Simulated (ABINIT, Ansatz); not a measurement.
# CsNbS3 (Pm-3m): zone-centre phonons, part 5 of 5

Aim: the zone-centre modes of CsNbS3 (Pm-3m).

ABINIT 10.8.3; DFT PBEsol, scalar-relativistic, plane waves, PseudoDojo norm-conserving pseudopotentials.

So far, lowest optical zone-centre mode (cm⁻¹): step 5 (modes with the sum rule) 85.0; step 6 (ASR 0, chneut 0) 84.9.

The structure was built from a prototype and need not be the compound's stable phase.

## Step 7: The same in Ansatz

A second program on the same cell, potentials, cutoff and meshes tests the implementation of the phonon response, not its convergence.

This step: DFT PBEsol, scalar-relativistic, plane waves, PseudoDojo norm-conserving pseudopotentials (Ansatz 0.2.0).

input.yaml

```yaml
crystal:
  lattice:
    - [4.8700030062, 0.0, 0.0]
    - [0.0, 4.8700030062, 0.0]
    - [0.0, 0.0, 4.8700030062]
  atoms:
    - { symbol: Cs, position: [0.0, 0.0, 0.0] }
    - { symbol: Nb, position: [0.5, 0.5, 0.5] }
    - { symbol: S, position: [0.5, 0.5, 0.0] }
    - { symbol: S, position: [0.5, 0.0, 0.5] }
    - { symbol: S, position: [0.0, 0.5, 0.5] }
kpoints:
  mp_grid: { grid: [6, 6, 6] }
hamiltonian:
  xc: pbesol
  pseudopotentials: { kind: nc, accuracy: standard }
scf:
  occupations: { method: methfessel_paxton, width: 0.27211 }
output:
  eigenvalues: true
basis:
  ecutwfc: 1006.821
phonons:
  method: dfpt
```

The run is started by

```
ansatz run input.yaml --threads 4 --pin off --max-ram 8192MiB --backend cpu --events-out ev --progress --plain --runs-dir out
```

Numbers of over 12 decimals in the logs are rounded to 6 here.

Output:

```text
Warning: basis.ecutwfc = 1006.821 eV is below the records' recommended 1115.666836 eV, and the density's cutoff is lower with it unless basis.ecutrho_ratio is high enough to keep the records' density cutoff: compare with a run at a higher cutoff
zone centre: on kpoints.mp_grid the ground state, and the responses unless they are solved on pairs of k-points, stand on 64 of the mesh's 216 k-points, reduced under 8 symmetry operations, with k and −k counted as one. Each operation leaves every solved displacement unchanged or reverses it
Engine: ansatz 0.2.0, x86_64-unknown-linux-gnu
Pseudopotentials: kind: nc
Pseudopotential: Cs, nc, valence charge 9, recommended cutoff 680.284656 eV (normal), Cs.nc.azcp (PseudoDojo's, or run here from an input of PseudoDojo's; its table is named by hamiltonian.pseudopotentials.accuracy)
Pseudopotential: Nb, nc, valence charge 13, recommended cutoff 1115.666836 eV (normal), Nb.nc.azcp (PseudoDojo's, or run here from an input of PseudoDojo's; its table is named by hamiltonian.pseudopotentials.accuracy)
Pseudopotential: S, nc, valence charge 6, recommended cutoff 707.496042 eV (normal), S.nc.azcp (PseudoDojo's, or run here from an input of PseudoDojo's; its table is named by hamiltonian.pseudopotentials.accuracy)
Functional definition: PBEsol
  exchange = pbesol_x
  correlation = pbesol_c
Crystal: 5 atoms, lattice volume = 115.502 Å³
Basis set: ecut = 1006.821 eV, 8385 PW (Γ), exchange–correlation on 108×108×108 points (8 copies of the dense FFT grid, shifted against one another)
Bands: 25, of which v1, the nominal top of the filled ones, is band 20 counted from 1 (19 counted from 0)
Symmetry: 48 space group operations
k-points: 64 of 216 (irreducible under 8 space group operations)
Non-local potential: Cs, projectors of the file, l = 0: 2, l = 1: 2, l = 2: 2, l = 3: 2
Non-local potential: Nb, projectors of the file, l = 0: 2, l = 1: 2, l = 2: 2
Non-local potential: S, projectors of the file, l = 0: 2, l = 1: 2, l = 2: 2
Initial density: superposition of atomic densities (chi_scale 0.1, normalization cell, long waves kept (reshape's long-wave potential 0.00 eV rms))
Initial wavefunctions: pseudopotential atomic-orbital guess
Functional: x = pbesol(κ = 0.804, μ = 0.123457), c = pbesol(β = 0.046)
SCF iter   1: F=—  HF=-3236.282935 eV  |F-HF|=—  |Δ(HF+E_count)|=         —  Δρ=5.68e-2  dr2=8.51e0  ethr=3.10e-3  ⟨swp⟩=7.8  Hψ=8622  notcnv=0
preconditioner: auto → Resta (q_TF=auto, 2.286 Å⁻¹)  ε∞=5.4  [insulator: Δε(μ)=0.478 eV  Ē_g=8.997 eV  σ=0.272 eV  W_gap=0.99  n_scr=26 (ndim 8)  ℏωp=18.9 eV  f_vac=0.000  D(μ)=0.07/eV (n_scr^D=0)  ε∞_Penn≈5.4]
SCF iter   2: F=—  HF=-3234.604409 eV  |F-HF|=—  |Δ(HF+E_count)|=    1.68e0  S|Δr|=    0.00e0  Δρ=2.26e-2  dr2=8.08e-1  ethr=3.10e-3  ⟨swp⟩=10.3  Hψ=16195  notcnv=0
automatic band count: the SCF goes on with 30 bands, as 25 were too few: they end inside the smearing window of the response
SCF iter   3: F=—  HF=-3234.432260 eV  |F-HF|=—  |Δ(HF+E_count)|=   1.72e-1  S|Δr|=    0.00e0  Δρ=1.09e-2  dr2=2.13e-1  ethr=2.02e-3  ⟨swp⟩=1.0  Hψ=2432  notcnv=0
SCF iter   4: F=—  HF=-3234.356626 eV  |F-HF|=—  |Δ(HF+E_count)|=   7.56e-2  S|Δr|=    0.00e0  Δρ=3.07e-3  dr2=1.78e-2  ethr=5.32e-4  ⟨swp⟩=2.1  Hψ=2478  notcnv=0  defer=1
SCF iter   5: F=—  HF=-3234.350844 eV  |F-HF|=—  |Δ(HF+E_count)|=   5.78e-3  S|Δr|=    0.00e0  Δρ=6.91e-4  dr2=1.23e-3  ethr=4.45e-5  ⟨swp⟩=2.1  Hψ=3266  notcnv=0  defer=153
SCF iter   6: F=—  HF=-3234.350663 eV  |F-HF|=—  |Δ(HF+E_count)|=   1.82e-4  S|Δr|=    0.00e0  Δρ=1.79e-4  dr2=5.62e-5  ethr=3.07e-6  ⟨swp⟩=2.1  Hψ=2619  notcnv=0  defer=153
SCF iter   7: F=—  HF=-3234.350663 eV  |F-HF|=—  |Δ(HF+E_count)|=   2.39e-8  S|Δr|=    0.00e0  Δρ=3.82e-5  dr2=2.04e-6  ethr=1.41e-7  ⟨swp⟩=2.4  Hψ=2590  notcnv=0  defer=153
SCF iter   8: F=—  HF=-3234.350828 eV  |F-HF|=—  |Δ(HF+E_count)|=   1.65e-4  S|Δr|=    0.00e0  Δρ=5.89e-6  dr2=6.61e-8  ethr=5.09e-9  ⟨swp⟩=2.2  Hψ=2832  notcnv=0  defer=153
SCF iter   9: F=—  HF=-3234.350828 eV  |F-HF|=—  |Δ(HF+E_count)|=   1.71e-8  S|Δr|=    0.00e0  Δρ=1.12e-6  dr2=1.68e-9  ethr=1.65e-10  ⟨swp⟩=2.4  Hψ=2883  notcnv=0  defer=153
SCF iter  10: F=—  HF=-3234.350828 eV  |F-HF|=—  |Δ(HF+E_count)|=   1.44e-9  S|Δr|=    0.00e0  Δρ=2.53e-7  dr2=7.49e-11  ethr=4.19e-12  ⟨swp⟩=2.2  Hψ=2914  notcnv=0  defer=153
SCF iter  11: F=-3234.350828 eV  HF=-3234.350828 eV  |F-HF|=1.36e-12  |Δ(HF+E_count)|=  5.23e-11  S|Δr|=    0.00e0  Δρ=2.59e-8  dr2=7.91e-13  ethr=1.00e-12  ⟨swp⟩=17.7  Hψ=15188  notcnv=0
SCF 1 converged in 11 iterations: F = -3234.350828 eV  dr2 = 7.91e-13
DFPT response loops at Γ: preconditioner auto → Kerker (q_TF=auto, 2.286 Å⁻¹) (partly filled bands, converged f_vac=0.000); β = 1.00, the filter's whole step (`scf.mixing.beta` (0.50) is not read by the response loops under this deck's `scf.mixing.preconditioner`; to damp them name `kerker` or `kerker_dos`, under which they read `scf.mixing.beta`, and type it under 1.00, their step now; both keys bind the ground state too); Broyden in place of MSR1
SCF converged after 11 iterations
Stability not checked: this state was not tested for a lower state beside it, because cold or Methfessel-Paxton smearing, or corrected tetrahedra, fill the levels in a way that the test cannot read (fill_not_monotonic; see scf.lower_state_search)
Free energy (F): -3234.350828 eV
Harris-Foulkes:  -3234.350828 eV  (|F-HF|=1.36e-12)
Internal energy: -3234.366609 eV  (E = F + TS)
E sigma→0 (E₀):  -3234.354774 eV
Entropy (-TS):   0.015781 eV (3.156 meV/atom)
Fermi energy:    7.913033 eV
Step filling:    the computed levels leave a gap of 0.2189 eV = 0.8 smearing widths at the electron count; against every level under it full and every level over it empty, smearing changes F+E_penalty+E_count by +8.581 meV and its σ→0 estimate by +4.636 meV
--- Per-component energies (eV) ---
  E_band       = -185.466213
  E_kinetic    = 944.906081
  E_local      = -2084.413976  (includes V_loc(G=0)·N_el)
  E_nonlocal   = 428.812166
  E_hartree    = 583.986707
  E_xc         = -797.116944
  E_vxc        = -642.743888  (∫ρ·V_xc dr)
  E_ewald      = -2310.540644
  E_smearing   = 0.015781  (= −TS)
  E_closure    = 0.000000  (closes the sum)
  Σ components = -3234.350828   (vs F -3234.350828, Δ=0.00e0)
--- Band table (eV; the first three rows and the last of 64) ---
  k-point 0: bands = [... 16 lower, 6.7308, 7.2819, 7.2819, 7.2819, 7.7131, 7.7131, 7.7131, 9.3816, ... 6 higher]
  k-point 1: bands = [... 16 lower, 6.5541, 6.9227, 7.3003, 7.3407, 7.3407, 8.3988, 8.3988, 9.4056, ... 6 higher]
  k-point 2: bands = [... 16 lower, 6.0943, 6.2492, 7.2110, 7.2110, 7.3378, 9.4380, 9.4493, 9.4493, ... 6 higher]
  k-point 63: bands = [... 16 lower, 4.7441, 8.0716, 8.0716, 8.0716, 10.5455, 10.5455, 10.5455, 13.2799, ... 6 higher]
--- Phonons (Γ-DFPT): 4 representative perturbations + reference, on 64 of 216 k-points (Σ response iterations 12) ---
  k mesh reduced under 8 symmetry operations, with k and −k counted as one. Each operation leaves every solved displacement unchanged or reverses it
  ASR residual: 1.001e-4 → 0.000e0 eV/Å²; symmetrization residual: 1.082e-5 eV/Å²
  ASR residual per site (eV/Å²): 1.00e-4 1.50e-5 1.61e-5 1.61e-5 1.61e-5
  Γ frequencies (cm⁻¹): 0.00 0.00 0.00 85.03 85.03 85.03 132.22 132.22 132.22 168.32 168.32 168.32 294.13 294.13 294.13
  non-analytic LO–TO correction: not included (Born effective charges unavailable; polar crystals: no LO–TO splitting at Γ)
```

The job ended after 74 s (4 threads of Intel Xeon at 2.70GHz, shared host; peak memory 2.7 GiB).

Read from the output:

| Quantity | Value |
| --- | --- |
| sum-rule residual before enforcement | 1.00e-4 eV/Å² |
| lowest optical zone-centre mode | 85.03 cm⁻¹ |

## Step 8: Side by side: ABINIT PseudoDojo and Ansatz, PseudoDojo

Worked out from the results:

* root-mean-square difference: 0.03 cm⁻¹
* largest difference: 0.06 cm⁻¹

At the zone centre the largest difference (acoustic modes at Γ apart) is 0.02 % of the highest mode.

## Step 9: Summary of results

```json
{
  "space group after relaxation": "Pm-3m",
  "volume per atom": "23.1 Å³",
  "highest optical zone-centre mode (no LO-TO term)": "294.1 cm⁻¹",
  "lowest optical zone-centre mode": "85.0 cm⁻¹",
  "imaginary optical modes at the zone centre (no q mesh in this session)": "none",
  "largest difference from Ansatz, PseudoDojo": "0.06 cm⁻¹"
}
```

At the PBEsol level the optical modes of CsNbS3 (Pm-3m) at the zone centre run from 85 to 294 cm⁻¹. ABINIT PseudoDojo and Ansatz, PseudoDojo agree to 0.06 cm⁻¹ (0.02 % of the highest mode compared) on all solved modes but the acoustic ones at Γ, without the LO-TO term. These are harmonic frequencies at zero temperature: anharmonic shifts and linewidths and thermal expansion are left out. Spin-orbit coupling is left out, which can matter for the heavy elements here. In a metal the frequencies hang on the k mesh and the smearing, most of all near Kohn anomalies. Ansatz warns that the cutoff lies 10 % under the one recommended for these files; agreement at one cutoff is not convergence. The structure is a hypothetical one, built on a prototype.

[Host names and launcher messages were left out of these logs when they were recorded.]

[Logs are printed without paths, hosts, clocks, repeated set-up lines and the standing remarks that a program may print on its own settings, such as how far it seeks lower states.]

[Hosts, paths, dates, database ids (printed as entryN), source tags and the programs' standing remarks are cut or masked in the printed files.]
